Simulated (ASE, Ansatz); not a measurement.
**Localised basis functions on graphene/1T-TiSe2 heterobilayer (65 atoms)**

Aim: test how closely localised support functions follow the reference on graphene/1T-TiSe2 heterobilayer (65 atoms), and at what cost. A setting counts as converged where the r.m.s. difference of forces stays under 1 % of the r.m.s. force.

Calculated with Ansatz 0.2.0; Kohn-Sham DFT, PBE+D4, PAW (set soft_2, large core), plane waves.

### Step 1. Set-up

The cell holds 65 atoms: 38 C, 9 Ti and 18 Se. Its edges and angles: a = 10.671 Å, b = 10.671 Å, c = 18.460 Å, α = 90.0°, β = 90.0°, γ = 120.0°. It derives from C and TiSe2. 19 cells of graphene (a = 2.46 Å, strained -0.48 %) and 9 cells of 1T-TiSe2 (a = 3.54 Å, +0.48 %) on one hexagonal cell, twist 36.59 deg; facing planes 3.36 Å apart; 12 Å of vacuum; displaced by a Gaussian of 0.01 Å. Regions: layer 1, 38 atoms (38 C); layer 2, 27 atoms (9 Ti and 18 Se). Vacuum lies along c.

What the set-up can't give: Beside vacuum, support functions can miss their usual error bounds without a warning. The main run has no spin polarisation, so moments on Ti can't form in it, and no Hubbard term.

### Step 2. Plane-wave single point

The first run fixes the reference, at a cutoff of 420 eV.

Contents of input.yaml:

```yaml
crystal:
  lattice:
    - [10.6714, 0.0, 0.0]
    - [-5.3357, 9.2417, 0.0]
    - [0.0, 0.0, 18.46]
  atoms:
    - { symbol: C, position: [0.24366, 0.96507, 0.32445] }
    - { symbol: C, position: [0.22853, 0.82363, 0.32394] }
    - { symbol: C, position: [0.19493, 0.54391, 0.32408] }
    - { symbol: C, position: [0.17297, 0.40187, 0.32546] }
    - { symbol: C, position: [0.3513, 0.8082, 0.32574] }
    - { symbol: C, position: [0.33343, 0.66758, 0.32493] }
    - { symbol: C, position: [0.50761, 0.06967, 0.32539] }
    - { symbol: C, position: [0.49265, 0.93153, 0.32471] }
    - { symbol: C, position: [0.14046, 0.12387, 0.32661] }
    - { symbol: C, position: [0.12069, 0.98065, 0.32538] }
    - { symbol: C, position: [0.29711, 0.3854, 0.32475] }
    - { symbol: C, position: [0.27904, 0.24457, 0.32376] }
    - { symbol: C, position: [0.45496, 0.64714, 0.32563] }
    - { symbol: C, position: [0.43764, 0.50842, 0.32591] }
    - { symbol: C, position: [0.61398, 0.91321, 0.32394] }
    - { symbol: C, position: [0.59601, 0.77234, 0.32532] }
    - { symbol: C, position: [0.4022, 0.22693, 0.3249] }
    - { symbol: C, position: [0.38633, 0.08824, 0.32441] }
    - { symbol: C, position: [0.5612, 0.4909, 0.32492] }
    - { symbol: C, position: [0.54355, 0.35042, 0.32575] }
    - { symbol: C, position: [0.72127, 0.75439, 0.32458] }
    - { symbol: C, position: [0.70038, 0.61272, 0.32527] }
    - { symbol: C, position: [0.87612, 0.01637, 0.32568] }
    - { symbol: C, position: [0.86091, 0.8775, 0.32558] }
    - { symbol: C, position: [0.66665, 0.33346, 0.32541] }
    - { symbol: C, position: [0.65042, 0.19349, 0.32454] }
    - { symbol: C, position: [0.82534, 0.59508, 0.32483] }
    - { symbol: C, position: [0.80543, 0.4548, 0.3258] }
    - { symbol: C, position: [0.98293, 0.85825, 0.32482] }
    - { symbol: C, position: [0.96564, 0.71866, 0.32596] }
    - { symbol: C, position: [0.77373, 0.17763, 0.32467] }
    - { symbol: C, position: [0.75446, 0.03595, 0.3256] }
    - { symbol: C, position: [0.92908, 0.43787, 0.3263] }
    - { symbol: C, position: [0.91477, 0.2988, 0.32429] }
    - { symbol: C, position: [0.08987, 0.70251, 0.32533] }
    - { symbol: C, position: [0.07023, 0.5617, 0.32519] }
    - { symbol: C, position: [0.03403, 0.28105, 0.32516] }
    - { symbol: C, position: [0.01751, 0.14201, 0.32543] }
    - { symbol: Ti, position: [0.41637, 0.14645, 0.59066] }
    - { symbol: Se, position: [0.53048, 0.3681, 0.67473] }
    - { symbol: Se, position: [0.64166, 0.25884, 0.5072] }
    - { symbol: Ti, position: [0.41866, 0.47996, 0.59109] }
    - { symbol: Se, position: [0.53068, 0.70181, 0.67506] }
    - { symbol: Se, position: [0.64025, 0.59107, 0.50775] }
    - { symbol: Ti, position: [0.41927, 0.81357, 0.59124] }
    - { symbol: Se, position: [0.53142, 0.03627, 0.67534] }
    - { symbol: Se, position: [0.64232, 0.92553, 0.50633] }
    - { symbol: Ti, position: [0.75264, 0.14635, 0.59069] }
    - { symbol: Se, position: [0.86212, 0.36756, 0.6744] }
    - { symbol: Se, position: [0.97371, 0.25736, 0.50703] }
    - { symbol: Ti, position: [0.75384, 0.48044, 0.59173] }
    - { symbol: Se, position: [0.86414, 0.70351, 0.67462] }
    - { symbol: Se, position: [0.97516, 0.59173, 0.50696] }
    - { symbol: Ti, position: [0.75112, 0.81249, 0.5916] }
    - { symbol: Se, position: [0.86091, 0.03461, 0.6748] }
    - { symbol: Se, position: [0.97634, 0.92639, 0.50734] }
    - { symbol: Ti, position: [0.0846, 0.14619, 0.59052] }
    - { symbol: Se, position: [0.19688, 0.36988, 0.67548] }
    - { symbol: Se, position: [0.30927, 0.25874, 0.50746] }
    - { symbol: Ti, position: [0.08646, 0.48119, 0.5905] }
    - { symbol: Se, position: [0.19548, 0.7009, 0.67466] }
    - { symbol: Se, position: [0.30861, 0.59131, 0.50679] }
    - { symbol: Ti, position: [0.08444, 0.81365, 0.59195] }
    - { symbol: Se, position: [0.19688, 0.03633, 0.67413] }
    - { symbol: Se, position: [0.30749, 0.92339, 0.50713] }
kpoints:
  mp_grid: { grid: [2, 2, 1] }
hamiltonian:
  xc: pbe
  dispersion: d4
  pseudopotentials: { kind: paw, core: large }
scf:
  occupations: { method: fermi_dirac, width: 0.025 }
output:
  forces: true
  populations: true
  dos:
    method: { smearing: { sigma: 0.08 } }
    de: 0.1
    projected:
      site_lists:
        C: [C]
        Se: [Se]
        Ti: [Ti]
        layer_1: [0, 1, 2, 3, 4, 5, 6, 7, 8, 9, 10, 11, 12, 13, 14, 15, 16, 17, 18, 19, 20, 21, 22, 23, 24, 25, 26, 27, 28, 29, 30, 31, 32, 33, 34, 35, 36, 37]
        layer_2: [38, 39, 40, 41, 42, 43, 44, 45, 46, 47, 48, 49, 50, 51, 52, 53, 54, 55, 56, 57, 58, 59, 60, 61, 62, 63, 64]
  eigenvalues: true
  write_density: true
  write_potential: true
  volumetric_format: npy
```

Launch:

```bash
$ ansatz run input.yaml --threads 4 --pin off --max-ram 8192MiB --backend cpu --events-out ev --progress --plain --runs-dir out
```

Numbers of over 12 decimals in the logs are rounded to 6 here.

The log of the run:

```text
Engine: ansatz 0.2.0, x86_64-unknown-linux-gnu
Pseudopotentials: kind: paw
Pseudopotential: C, paw, valence charge 4, recommended cutoff 420 eV (normal), C.paw.azcp
Pseudopotential: Ti, paw, valence charge 12, recommended cutoff 420 eV (normal), Ti.paw.azcp
Pseudopotential: Se, paw, valence charge 6, recommended cutoff 420 eV (normal), Se.paw.azcp#standard-large-core
Functional definition: PBE
  parameter kappa = 0.804
  parameter beta = 0.066725
  exchange = pbe_x(kappa = kappa, mu = beta*pi^2/3)
  correlation = pbe_c(beta = beta)
Crystal: 65 atoms, lattice volume = 1820.560 Å³
Basis set: ecut = 420 eV, 35647 PW (Γ), exchange–correlation on 144×144×250 points (8 copies of the dense FFT grid, shifted against one another)
Bands: 249, of which v1, the nominal top of the filled ones, is band 184 counted from 1 (183 counted from 0)
Symmetry: 1 space group operations
Space group: P1 (ITA 1), of the structure as read, at distance tolerance 1.2e-4 Å
k-points: 4
Non-local potential: C, projectors of the file, l = 0: 2, l = 1: 2, l = 2: 1
Non-local potential: Ti, projectors of the file, l = 0: 3, l = 1: 2, l = 2: 3, l = 3: 1
Non-local potential: Se, projectors of the file, l = 0: 2, l = 1: 2, l = 2: 2
PAW form: soft (Blöchl's): semilocal exchange-correlation on the pseudo side does not see the compensation charge
PAW one-centre angular grid: C, 110 points (default); XC on 64 Gauss nodes
PAW one-centre angular grid: Ti, 590 points (default); XC on 64 Gauss nodes
PAW one-centre angular grid: Se, 110 points (default); XC on 64 Gauss nodes
Initial wavefunctions: pseudopotential atomic-orbital guess
Functional: x = pbe(κ = 0.804, μ = 0.219515), c = pbe(β = 0.066725)
SCF iter   1: F=—  HF=-78510.410927 eV  |F-HF|=—  |Δ(HF+E_count)|=         —  Δρ=6.59e-2  dr2=1.01e2  ethr=3.10e-3  ⟨swp⟩=7.0  Hψ=4942  notcnv=0  defer=61
preconditioner: auto → LDOS  [metal: Δε(μ)=0.008 eV  Ē_g=10.567 eV  σ=0.025 eV  W_gap=0.08  n_scr=300 (ndim 8)  ℏωp=14.7 eV  f_vac=0.447  D(μ)=32.56/eV (n_scr^D=160)  β→1.0]
SCF iter   2: F=—  HF=-78485.300430 eV  |F-HF|=—  |Δ(HF+E_count)|=    2.51e1  Δρ=2.41e-2  dr2=1.21e1  ethr=3.10e-3  ⟨swp⟩=4.0  Hψ=2391  notcnv=0  defer=218
SCF iter   3: F=—  HF=-78483.868200 eV  |F-HF|=—  |Δ(HF+E_count)|=    1.43e0  Δρ=1.27e-2  dr2=3.54e0  ethr=3.10e-3  ⟨swp⟩=4.0  Hψ=2122  notcnv=0  defer=204
SCF iter   4: F=—  HF=-78482.871546 eV  |F-HF|=—  |Δ(HF+E_count)|=   9.97e-1  Δρ=2.26e-3  dr2=1.36e-1  ethr=9.62e-4  ⟨swp⟩=4.8  Hψ=2295  notcnv=0  defer=204
SCF iter   5: F=—  HF=-78482.845768 eV  |F-HF|=—  |Δ(HF+E_count)|=   2.58e-2  Δρ=1.31e-3  dr2=8.45e-2  ethr=3.71e-5  ⟨swp⟩=3.0  Hψ=1581  notcnv=0  defer=204
SCF iter   6: F=—  HF=-78482.829704 eV  |F-HF|=—  |Δ(HF+E_count)|=   1.61e-2  Δρ=2.61e-4  dr2=6.05e-3  ethr=2.30e-5  ⟨swp⟩=2.2  Hψ=1306  notcnv=0  defer=204
SCF iter   7: F=—  HF=-78482.828269 eV  |F-HF|=—  |Δ(HF+E_count)|=   1.43e-3  Δρ=1.32e-4  dr2=8.98e-4  ethr=1.64e-6  ⟨swp⟩=3.0  Hψ=1349  notcnv=0  defer=204
SCF iter   8: F=—  HF=-78482.828262 eV  |F-HF|=—  |Δ(HF+E_count)|=   7.36e-6  Δρ=6.47e-5  dr2=1.67e-4  ethr=2.44e-7  ⟨swp⟩=2.0  Hψ=1304  notcnv=0  defer=204
SCF iter   9: F=—  HF=-78482.828219 eV  |F-HF|=—  |Δ(HF+E_count)|=   4.28e-5  Δρ=2.21e-5  dr2=1.86e-5  ethr=4.55e-8  ⟨swp⟩=2.8  Hψ=1579  notcnv=0  defer=204
SCF iter  10: F=—  HF=-78482.828101 eV  |F-HF|=—  |Δ(HF+E_count)|=   1.19e-4  Δρ=5.47e-6  dr2=1.08e-6  ethr=5.05e-9  ⟨swp⟩=2.2  Hψ=1491  notcnv=0  defer=204
SCF iter  11: F=—  HF=-78482.828101 eV  |F-HF|=—  |Δ(HF+E_count)|=   4.55e-7  Δρ=2.81e-6  dr2=2.89e-7  ethr=2.93e-10  ⟨swp⟩=3.0  Hψ=1544  notcnv=0  defer=204
SCF iter  12: F=-78482.828101 eV  HF=-78482.828101 eV  |F-HF|=2.54e-8  |Δ(HF+E_count)|=   2.27e-7  Δρ=1.46e-6  dr2=8.28e-8  ethr=2.72e-11  ⟨swp⟩=33.2  Hψ=12600  notcnv=0
SCF 1 converged in 12 iterations: F = -78482.828101 eV  dr2 = 8.28e-8
  greatest PAW one-centre occupation: 0.999 electrons in one spin orbital (limit 2), on the Ti atom at site 47 (counted from 0), in its partial waves of l = 0
WARN: The output density's exchange-correlation potential varies sharply where the density is thin. Do not read a vacuum level from v_tot or v_xc, or from such a field of the output density. On a cell that repeats whose density bears no net charge and no dipole along the vacuum's axis use v_es (v_loc + v_h of the components); [...]
SCF converged after 12 iterations
the last check of whether an eigenvalue changes by more than its tolerance under the output density was not made (no_room)
Free energy (F): -78482.828101 eV
Harris-Foulkes:  -78482.828101 eV  (|F-HF|=2.54e-8)
Internal energy: -78482.800524 eV  (E = F + TS)
E sigma→0 (E₀):  -78482.814312 eV
Entropy (-TS):   -0.027578 eV (-0.424 meV/atom)
Fermi energy:    1.107362 eV
--- Per-component energies (eV) ---
  E_band       = -4470.363822
  E_kinetic    = 7730.012377
  E_local      = -120979.436307  (includes V_loc(G=0)·N_el)
  E_nonlocal   = 2069.013864
  E_hartree    = 56743.503782
  E_xc         = -6137.315034
  E_vxc        = -4835.815059  (∫ρ·V_xc dr)
  E_paw        = -52879.621178  (= ΣΔE_a)
  E_vpaw       = -1941.142216  (= ΣTr[D̂ρ^β])
  E_aug_tail   = 0.001334  (compensation charges beyond the density's cutoff)
  E_ewald      = 34983.889562
  E_disp       = -12.848923  (pairwise vdW)
  E_smearing   = -0.027578  (= −TS)
  E_closure    = 0.000000  (closes the sum)
  Σ components = -78482.828101   (vs F -78482.828101, Δ=0.00e0)
--- Forces (eV/Å), atoms counted from 1 ---
  atom   1  C      1.14200025    -0.32428842    -0.06047394
  atom   2  C     -0.52741152     1.22047689     0.26660672
  atom   3  C     -1.49237302    -0.12924226     0.24544085
  atom   4  C      1.16617312     0.97706420    -0.19976435
  atom   5  C      0.59121535    -0.16050533    -0.36437378
  atom   6  C      0.45039677    -0.27171650     0.01758794
  atom   7  C      0.88618202     0.85819001    -0.19902877
  atom   8  C     -0.66830996    -0.69014491     0.10393308
  atom   9  C     -0.62903024    -1.00430866    -0.46078259
  atom  10  C      0.37861888     1.14613763     0.01924256
  atom  11  C     -0.14960372    -0.16700351     0.09060690
  atom  12  C      0.55578048     0.52238599     0.35680352
  atom  13  C     -0.00911432     1.39582902    -0.00011589
  atom  14  C      0.25919010    -0.54363070    -0.20952882
[...]
atom  64  Se    -0.03331459    -0.00582710     0.02543926
  atom  65  Se     0.00833643     0.03143206     0.23675695
  max |Σ_I F_I| component: 2.86e-4 eV/Å
--- Band table (eV) ---
  k-point 0: bands = ["-56.5663", "-56.5592", "-56.5528", "-56.5515", [... 233 levels ...], "5.2551", "5.2719", "5.2982", "5.3151", "5.4874", "5.9951", "6.9232", "6.9381", "6.9434", "6.9457", "6.9496", "6.9538"]
[...]
--- Löwdin populations: 65 sites ---
  site symbol       q [e]
     0      C      3.9570
     1      C      3.9582
     2      C      3.9586
[...]
64     Se      6.3278
  spilling = 0.008039 (of n_electrons = 368.000000)
```

The job ended after 35 s (4 threads of AMD EPYC 9R45, shared host; peak memory 6.6 GiB; 2.2 min of CPU time).

The column dr2 measures how far the density is from self-consistency, as an energy; F and HF (Harris–Foulkes) agree once it is small.

The program notes that potentials were chosen by core size, it cut back its work space to fit the memory limit and the exchange-correlation potential is rough where the density is thin.

Read from the output:

```yaml
free_energy: -78482.8281 eV
free_energy_per_atom: -1207.4281 eV/atom
scf_cycles: 12
r_m_s_force_component: 0.441 eV/Å
longest_force: 1.907 eV/Å
fermi_energy: 1.107 eV
levels_partly_filled_by_over_2_per_cent: 3
spilling_of_the_projection: 0.008039
```

The r.m.s. force component of 0.44 eV/Å sets the scale for the differences below.

### Step 3. Support functions medium

The cell is solved in localised support functions.

This step: Kohn-Sham DFT, PBE+D4, PAW (set soft_2, large core), localised support functions (medium) (Ansatz 0.2.0).

input.yaml, the sections that differ from step 2:

```yaml
scf:
  occupations: { method: fermi_dirac, width: 0.025 }
  eigensolver: { kind: { support_functions: { accuracy: medium } } }
  mixing: { beta: 0.4 }
  max_iter: 150
output:
  forces: true
# crystal, kpoints, hamiltonian: as in step 2
```

The log of the run:

```text
Warning: scf.eigensolver.kind.support_functions: disabling space-group detection — the functions' gradient is summed over unrotated k-points, so no spatial operation reduces the k-mesh or symmetrises the density; time reversal is kept, so that k and −k are solved as one point where they differ and the mesh holds both, and exact exchange and, on two spinor components, a DFT+U term hold to it where the run has them: [...]
settings of this run that can trade accuracy for cost: scf.eigensolver.kind.support_functions [...]
[...]
Crystal: 65 atoms, lattice volume = 1820.560 Å³
Basis set: ecut = 420 eV, 35647 PW (Γ), exchange–correlation on 144×144×250 points (8 copies of the dense FFT grid, shifted against one another)
Bands: 221, of which v1, the nominal top of the filled ones, is band 184 counted from 1 (183 counted from 0)
Symmetry: 1 space group operations
k-points: 4
[...]
SCF iter   1: F=—  HF=-78482.746753 eV  |F-HF|=—  |Δ(HF+E_count)|=         —  Δρ=5.58e-2  dr2=8.42e1  ethr=1.00e-1
[...]
SCF iter  12: F=—  HF=-78482.982200 eV  |F-HF|=—  |Δ(HF+E_count)|=   1.16e-3  Δρ=1.46e-5  dr2=4.22e-6  ethr=7.34e-9  κ⁻¹=1.9e-6(r=7)
SCF iter  13: F=-78482.983150 eV  HF=-78482.983150 eV  |F-HF|=4.30e-7  |Δ(HF+E_count)|=   9.50e-4  Δρ=5.79e-6  dr2=5.66e-7  ethr=1.15e-9
SCF 1 converged in 13 iterations: F = -78482.997545 eV  dr2 = 5.66e-7
[...]
SCF converged after 13 iterations
Stability not checked: this state was not tested for a lower state beside it, because the mixer in use, unlike msr1, does not test its closes by its own steps (another_mixer; see scf.mixing.algorithm and scf.lower_state_search)
Free energy (F): -78482.997545 eV
[...]
Internal energy: -78482.969996 eV  (E = F + TS)
E sigma→0 (E₀):  -78482.983770 eV
Entropy (-TS):   -0.027549 eV (-0.424 meV/atom)
Fermi energy:    1.107371 eV
[...]
Σ components = -78482.997545   (vs F -78482.997545, Δ=0.00e0)
--- Forces (eV/Å), atoms counted from 1 ---
  atom   1  C      1.14110811    -0.32467734    -0.06069696
  atom   2  C     -0.52726777     1.22038158     0.26657142
  atom   3  C     -1.49266605    -0.12924818     0.24524154
  atom   4  C      1.16661543     0.97724196    -0.20015946
[...]
atom  65  Se     0.00801763     0.03164071     0.23791482
  max |Σ_I F_I| component: 2.50e-3 eV/Å
--- Band table (eV) ---
[...]
guard bands above this table: 32 of the run's 221 bands (output.publish_guard_bands: true publishes all)
[...]
```

The job ended after 49 s (4 threads; peak memory 3.2 GiB; 3.1 min of CPU time).

The program notes that the band table was not solved further than the SCF left it and it switched symmetry off.

Keys that differ from the reference: support_functions.accuracy = "medium", scf.max_iter = 150 and scf.mixing.beta = 0.4.

Forces differ from the reference by 0.46 meV/Å r.m.s., 0.10 % of their size, well within a tolerance of 1 %; the energy by -2.6 meV/atom. It took 49 s and 13 cycles; the reference's time can't be set against it, since the two runs asked for unlike analyses.

### Step 4. Support functions low

With localised support functions most steps grow linearly with size, though the diagonalisation grows faster unless the density matrix is cut; this run measures error and cost at this size.

This step: Kohn-Sham DFT, PBE+D4, PAW (set soft_2, large core), localised support functions (low) (Ansatz 0.2.0).

input.yaml, the sections that differ from step 3:

```yaml
scf:
  occupations: { method: fermi_dirac, width: 0.025 }
  eigensolver: { kind: { support_functions: { accuracy: low } } }
  mixing: { beta: 0.4 }
  max_iter: 150
# crystal, kpoints, hamiltonian, output: as in step 3
```

The log of the run:

```text
[...]
Crystal: 65 atoms, lattice volume = 1820.560 Å³
Basis set: ecut = 420 eV, 35647 PW (Γ), exchange–correlation on 144×144×250 points (8 copies of the dense FFT grid, shifted against one another)
Bands: 221, of which v1, the nominal top of the filled ones, is band 184 counted from 1 (183 counted from 0)
Symmetry: 1 space group operations
k-points: 4
[...]
SCF iter   1: F=—  HF=-78482.749650 eV  |F-HF|=—  |Δ(HF+E_count)|=         —  Δρ=5.58e-2  dr2=8.42e1  ethr=1.00e-1
[...]
SCF iter  11: F=—  HF=-78482.980260 eV  |F-HF|=—  |Δ(HF+E_count)|=   1.48e-3  Δρ=3.27e-5  dr2=2.69e-5  ethr=5.83e-8  κ⁻¹=3.2e-6(r=7)
SCF iter  12: F=-78482.981471 eV  HF=-78482.981469 eV  |F-HF|=1.96e-6  |Δ(HF+E_count)|=   1.21e-3  Δρ=1.47e-5  dr2=4.31e-6  ethr=7.32e-9
SCF 1 converged in 12 iterations: F = -78482.997514 eV  dr2 = 4.31e-6
[...]
SCF converged after 12 iterations
[...]
Free energy (F): -78482.997514 eV
[...]
Internal energy: -78482.969960 eV  (E = F + TS)
E sigma→0 (E₀):  -78482.983737 eV
Entropy (-TS):   -0.027554 eV (-0.424 meV/atom)
Fermi energy:    1.107332 eV
[...]
Σ components = -78482.997514   (vs F -78482.997514, Δ=0.00e0)
--- Forces (eV/Å), atoms counted from 1 ---
  atom   1  C      1.14115665    -0.32465225    -0.06067327
  atom   2  C     -0.52726646     1.22041693     0.26659668
  atom   3  C     -1.49263802    -0.12921024     0.24530267
  atom   4  C      1.16659084     0.97733999    -0.19994191
[...]
atom  65  Se     0.00788233     0.03156404     0.23781818
  max |Σ_I F_I| component: 2.18e-3 eV/Å
--- Band table (eV) ---
[...]
```

It took 42 s on 4 threads; peak memory 3.1 GiB.

Keys that differ from the reference: support_functions.accuracy = "low", scf.max_iter = 150 and scf.mixing.beta = 0.4.

Forces differ from the reference by 0.45 meV/Å r.m.s., 0.10 % of their size, well within a tolerance of 1 %; the energy by -2.6 meV/atom.

(Part 1 of 2 ends here.)

[Logs are printed without paths, hosts, clocks, repeated set-up lines and the standing remarks that a program may print on its own settings, such as how far it seeks lower states.]

[Hosts, paths, dates, database ids (printed as entryN), source tags and the programs' standing remarks are cut or masked in the printed files.]
